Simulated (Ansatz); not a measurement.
# Formation energy and levels of the substitutional impurity Cu_Ga in GaN (F-43m), part 2 of 2

Wanted: the transition levels of a substitutional impurity in GaN (F-43m), from a cell of 54 host atoms with 1 Ga taken out and 1 Cu put in.

Ansatz; place-levels on r2SCAN runs: charge-transition levels and formation energies with image-charge correction and potential alignment at the atomic sites; PAW set soft_1.

So far: The structure; What was run first.

## (3) place-levels, r2SCAN

A charged cell interacts with its images and the background, and its potential has another zero than the host's. place-levels removes the first by a point-charge model, screened by the static dielectric constant since the ions have relaxed around the charge, and the second by comparing potentials at atoms far from the defect.

The host is a run of the defect-free crystal in the same cutoffs, grids and k-points, so that basis and sampling errors cancel in part in the differences. The host is run in a cell of 2 atoms on a matching mesh. Its band edges are searched through the zone by a band path, so the gap is smaller than, or equal to, that on the mesh. Chemical potentials are energies per atom of Ga (alpha-Ga (Cmce)) and Cu (fcc), run with the same functional and cutoff.

levels.point.yaml reads:

```yaml
host:
  run: host.point.run
states: [qm2.point.run, qm1_M1.point.run, q0.point.run, q0_M2.point.run, qp1_M1.point.run, qp1_M3.point.run, qm2_M2.point.run]
geometry_from:
  qm2.point.run: qm2.relax.run
  qm1_M1.point.run: qm1_M1.relax.run
  q0.point.run: q0.relax_smeared.run
  q0_M2.point.run: q0_M2.relax.run
  qp1_M1.point.run: qp1_M1.relax.run
  qp1_M3.point.run: qp1_M3.relax.run
  qm2_M2.point.run: qm2_M2.relax.run
  host.point.run: host.relax.run
chemical_potentials:
  Ga:
    energy: -3790.270342
    dataset: <sha256 of the dataset>
  Cu:
    energy: -6631.253193
    dataset: "<sha256 of the dataset>"
epsilon: 6.0
static_epsilon: 10.56
vertical:
  - { from: qm2.point.run, to: qm2.point_neutral.run }
  - { from: qm1_M1.point.run, to: qm1_M1.point_neutral.run }
  - { from: qp1_M1.point.run, to: qp1_M1.point_neutral.run }
  - { from: qp1_M3.point.run, to: qp1_M3.point_neutral.run }
  - { from: qm2_M2.point.run, to: qm2_M2.point_neutral.run }
```

Launch:

```
> ansatz place-levels levels.point.yaml -- --threads 4 --pin off --max-ram 15073MiB
```

The program printed:

```text
[... repeated set-up lines and file paths are left out, and long positions are rounded to six places ...]
(+1/0) 0.048 eV above the valence edge, 2.120 eV under the conduction edge
(0/-1) 1.035 eV above the valence edge, 1.133 eV under the conduction edge
(-1/-2) 2.168 eV above the valence edge (+2.275 eV without the band-filling correction), 0.000 eV under the conduction edge
formation energy of charge +1: +4.138 eV with the Fermi level at the valence edge
formation energy of charge 0: +4.186 eV with the Fermi level at the valence edge
formation energy of charge -1: +5.222 eV with the Fermi level at the valence edge
formation energy of charge -2: +7.390 eV with the Fermi level at the valence edge
vertical -2 to 0: no energy, since no alignment is typed
  the change from vertical[0].from (qm2.point.run) to vertical[0].to (qm2.point_neutral.run): by its potential at epsilon 6 it stands at 0.381 0.713 0.712, with an rms radius of about 2.0 Å (1.2 1.2 1.2 Å across the planes of the cell's vectors); [...]
vertical -1 to 0: no energy, since no alignment is typed
  the change from vertical[1].from (qm1_M1.point.run) to vertical[1].to (qm1_M1.point_neutral.run): by its spins about the atoms it stands at 0.325 0.696 0.681, with an rms radius of about 2.0 Å (1.3 1.0 1.2 Å across the planes of the cell's vectors); [...]
vertical +1 to 0: no energy, since no alignment is typed
  the change from vertical[2].from (qp1_M1.point.run) to vertical[2].to (qp1_M1.point_neutral.run): by its potential at epsilon 6 it stands at 0.385 0.720 0.722, with an rms radius of about 2.3 Å (1.3 1.3 1.3 Å across the planes of the cell's vectors); [...]
vertical +1 to 0: no energy, since no alignment is typed
  the change from vertical[3].from (qp1_M3.point.run) to vertical[3].to (qp1_M3.point_neutral.run): by its potential at epsilon 6 it stands at 0.381 0.714 0.714, with an rms radius of about 1.5 Å (0.8 0.8 0.8 Å across the planes of the cell's vectors); [...]
vertical -2 to 0: no energy, since no alignment is typed
  the change from vertical[4].from (qm2_M2.point.run) to vertical[4].to (qm2_M2.point_neutral.run): by its potential at epsilon 6 it stands at 0.391 0.731 0.726, with an rms radius of about 3.7 Å (2.3 2.0 2.1 Å across the planes of the cell's vectors); [...]
  edges by r2scan, gap 2.168 eV; the host is sampled to repeats of 19.08 Å
  the defect's cells are sampled to repeats of 19.08 Å, like sampling
  charge +1: -115608.4528 eV with its correction of +0.155 eV, at epsilon 10.56, aligned at sites: -0.0763 eV, mean over 19 atomic sites at or beyond 4.77 Å from the defect at [0.3333, 0.6667, 0.6667], with +0.000000 for the charge's moments and without [...]
  charge 0: +0.000 eV for its dipole among its images, +0.000 omitted
  charge -1: -115588.4700 eV with its correction of +0.218 eV, at epsilon 10.56, aligned at sites: +0.0134 eV, mean over 19 atomic sites at or beyond 4.77 Å from the defect at [0.3333, 0.6667, 0.6667], with +0.000000 for the charge's moments and without [...]
  charge -2: -115576.7455 eV with its correction of +0.863 eV, at epsilon 10.56, aligned at sites: +0.0319 eV, mean over 19 atomic sites at or beyond 4.77 Å from the defect at [0.3333, 0.6667, 0.6667], with +0.000000 for the charge's moments and without [...]
  charge +1: states[4] (qp1_M1.point.run) stands 0.070 eV higher, with a moment of 1.00 μB against 3.00
  charge 0: states[2] (q0.point.run) stands 0.329 eV higher, with a moment of 0.00 μB against 2.00
  states[2] (q0.point.run): levels filled in part (TS 0.018 eV): its energy is of no whole electron's
  charge -2: states[6] (qm2_M2.point.run) stands 1.781 eV higher, with a moment of 2.00 μB against 0.00
  of states[5] (qp1_M3.point.run): its alignment with the host at atomic sites is doubtful: the mean over the far sites moves by -0.1544 eV from their farther parts to their nearer, more than 0.05 eV. [...]
  of states[3] (q0_M2.point.run): stability_check_not_made
  of states[1] (qm1_M1.point.run): its alignment with the host at atomic sites is doubtful: the mean over the far sites moves by +0.1186 eV from their farther parts to their nearer, more than 0.05 eV. [...]
  of states[0] (qm2.point.run): it parts from the run that its charge is read beside by 2 carriers, of which the mean alone is read, by its potential at epsilon 6, taken for that of held ions (one typed too small widens it): that is narrow, but one of them [...]
  of states[4] (qp1_M1.point.run): its alignment with the host at atomic sites is doubtful: the mean over the far sites moves by -0.1416 eV from their farther parts to their nearer, more than 0.05 eV. [...]
  of states[6] (qm2_M2.point.run): it parts from the run at its places by a charge that spreads by about 2.3 Å along one vector (1.3 Å or more is wide), by its potential at epsilon 6, taken for that of held ions (one typed too small widens it), where the cell [...]
  of vertical[0].from (qm2.point.run): it parts from the run that its charge is read beside by 2 carriers, of which the mean alone is read, by its potential at epsilon 6, taken for that of held ions (one typed too small widens it): that is narrow, but one of [...]
  vertical[0].to (qm2.point_neutral.run): levels filled in part (TS 0.019 eV): its energy is of no whole electron's
  of vertical[1].from (qm1_M1.point.run): stability_check_not_made
  vertical[1].to (qm1_M1.point_neutral.run): levels filled in part (TS 0.014 eV): its energy is of no whole electron's
  of vertical[2].from (qp1_M1.point.run): its moments are held at its close (magnetization.spin_locking), by a field of 0.069 eV a Bohr magneton, and its energy and levels are of the state that this holds: a run that lets them go can end lower; [...]
  vertical[2].to (qp1_M1.point_neutral.run): levels filled in part (TS 0.019 eV): its energy is of no whole electron's
  of vertical[3].from (qp1_M3.point.run): stability_check_not_made
  vertical[3].to (qp1_M3.point_neutral.run): levels filled in part (TS 0.019 eV): its energy is of no whole electron's
  of vertical[4].from (qm2_M2.point.run): its moments are held at its close (magnetization.spin_locking), by a field of 1.298 eV a Bohr magneton, and its energy and levels are of the state that this holds: a run that lets them go can end lower; [...]
  vertical[4].to (qm2_M2.point_neutral.run): levels filled in part (TS 0.014 eV): its energy is of no whole electron's
```

Run time: 0.66 s. Hardware: 4 threads of Arm Neoverse V2, shared host.

Levels between the charges placed, in eV above the valence top:

|  | gap (eV) | (+1/0) | (0/−1) | (−1/−2) |
| --- | --- | --- | --- | --- |
| r2SCAN | 2.17 | 0.05 | 1.04 | 2.17 |

Corrections by state:

| charge | moment (μB) | image terms and alignment (eV) | band filling (eV) | ε used | over the lowest of its charge, as the program ranks them, band filling apart (eV) |
| --- | --- | --- | --- | --- | --- |
| +1 | 3.0 | 0.155 | - | 10.56 | 0.000 |
| 0 | 2.0 | 0.000 | - | - | 0.000 |
| −1 | 1.0 | 0.218 | - | 10.56 | 0.000 |
| −2 | 0.0 | 0.863 | -0.107 | 10.56 | 0.000 |
| +1 | 1.0 | 0.117 | - | 10.56 | 0.070 |
| 0 | 0.0 | 0.000 | - | - | 0.329 |
| −2 | 2.0 | 0.692 | - | 10.56 | 1.781 |

The charged structures listed were also run neutral, and place-levels reads from each pair, by the potential or the spins, how wide the charge is by which they differ; that can be the carrier of either run.

| charge | rms radius (Å) | spread where it is widest against the cell (Å) | wide from (Å) | reading |
| --- | --- | --- | --- | --- |
| +1 | 1.5 | 0.84 | 1.35 | narrow |
| −1 | 2.0 | 1.35 | 1.35 | narrow |
| −2 | 2.0 | 1.18 | 1.35 | narrow |

The neutral runs of these pairs need not share the spin of the lowest neutral state, and very wide values only mean spread over the cell.

From the program's caveats on the states, each cut to its opening words:

- charge +1 (3 μB): its alignment with the host at atomic sites is doubtful: the mean over the far sites moves by -0.1544 eV from their farther parts to their nearer, more than [...]
- charge +1 (3 μB), 0 (2 μB), −1 (1 μB), +1 (1 μB), −2 (2 μB): flagged: stability check not made
- charge −1 (1 μB): its alignment with the host at atomic sites is doubtful: the mean over the far sites moves by +0.1186 eV from their farther parts to their nearer, more than [...]
- charge −2: it parts from the run that its charge is read beside by 2 carriers, of which the mean alone is read, by its potential at epsilon 6, taken for that of held ions [...]
- charge −2: a band-filling correction moves a carrier to the host's band edge, which changes its energy by -0.107 eV
- charge −2: its alignment with the host at atomic sites is doubtful: the mean over the far sites moves by +0.2686 eV from their farther parts to their nearer, more than [...]
- charge +1 (1 μB): its alignment with the host at atomic sites is doubtful: the mean over the far sites moves by -0.1416 eV from their farther parts to their nearer, more than [...]
- charge +1 (1 μB): its moments are held at its close (magnetization.spin_locking), by a field of 0.069 eV a Bohr magneton, and its energy and levels are of the state that this [...]
- charge −2 (2 μB): it parts from the run at its places by a charge that spreads by about 2.3 Å along one vector (1.3 Å or more is wide), by its potential at epsilon 6, taken for [...]
- charge −2 (2 μB): its alignment with the host at atomic sites is doubtful: the mean over the far sites moves by +0.0622 eV from their farther parts to their nearer, more than [...]
- charge −2 (2 μB): its moments are held at its close (magnetization.spin_locking), by a field of 1.298 eV a Bohr magneton, and its energy and levels are of the state that this [...]

Chemical potentials of the elements' reference phases, run alike. Formation energies (elemental references), with the Fermi level at the valence top and at the conduction bottom (gap 2.17 eV):

| charge | at valence top (eV) | at conduction bottom (eV) | correction included (eV) |
| --- | --- | --- | --- |
| +1 | 4.14 | 6.31 | 0.16 |
| 0 | 4.19 | 4.19 | 0.00 |
| −1 | 5.22 | 3.05 | 0.22 |
| −2 | 7.39 | 3.05 | 0.76 |

Fermi level (eV), lowest formation energy (eV) and a bar from the least value:
```
     0.00       4.14 #############################
     0.20       4.19 ##############################
     0.39       4.19 ##############################
     0.59       4.19 ##############################
     0.79       4.19 ##############################
     0.98       4.19 ##############################
     1.18       4.04 ##########################
     1.38       3.84 #####################
     1.58       3.64 ################
     1.77       3.45 ##########
     1.97       3.25 #####
     2.17       3.05
```

## (4) What came out

| Property | Result |
| --- | --- |
| gap of the host | 2.17 eV (r2SCAN) |
| level (plus 1/0) | 0.05 eV above the valence top |
| level (0/minus 1) | 1.04 eV above the valence top |
| level (minus 1/minus 2) | 2.17 eV above the valence top, at the conduction bottom (2.27 eV above the valence top without the band-filling term) |
| lowest of the charges placed, just above the valence top (0.02 eV) | +1 |
| lowest of the charges placed, just below the conduction bottom (0.02 eV) | −1 |
| lowest formation energy at mid-gap of the charges run, elemental references | 4.14 eV |

What this shows: Of the charges placed (−2, −1, 0 and +1), the lowest changes at 0.05 eV (+1/0) and 1.04 eV (0/−1) above the valence top, in a gap of 2.17 eV. (+1/0) lies nearer to a band edge than the share of the finite-size correction in it (0.16 eV), and that correction holds for a localised charge alone. (+1/0) lies 0.05 eV from a band edge, less than the doubt on such levels. Charges above +1 were not placed, so these runs say nothing of levels that involve them. States placed: +1 at 3 μB and 1 μB; 0 at 2 μB and 0 μB; −1 at 1 μB; −2 at 0 μB and 2 μB. Other spin states or structures, where not listed, weren't placed. The program finds carriers beyond a band edge of the host and adds a band-filling term at charge −2 (-0.11 eV); steps to such a charge show no bound level, and a defect level inside a band would be read the same way. Cu is taken at its element; compounds, which aren't counted here, bound the chemical potentials and would shift these formation energies. The program doubts the alignment of potentials for at least one state, a sign that the cell is small. Keep in mind: r2SCAN makes the gap too small and tends to spread out bound carriers; where a gas molecule sets a chemical potential or the host's formation energy, its binding is uncorrected; force components of up to 0.18 eV/Å remain in a run at the final settings.

[Logs are printed without paths, hosts, clocks, repeated set-up lines and the standing remarks that a program may print on its own settings, such as how far it seeks lower states.]

[Hosts, paths, dates, database ids (printed as entryN), source tags and the programs' standing remarks are cut or masked in the printed files.]

[Where a table of states has a column of steps, it counts the stored structures, which are thinned; the runs took as many ionic steps or more.]

[A defect's name tells the site on which it was built; relaxed atoms can leave that site.]

[For some hosts the program warned that the k-mesh of the response run may be too coarse for force constants and the static dielectric constant; such warnings are not shown here.]
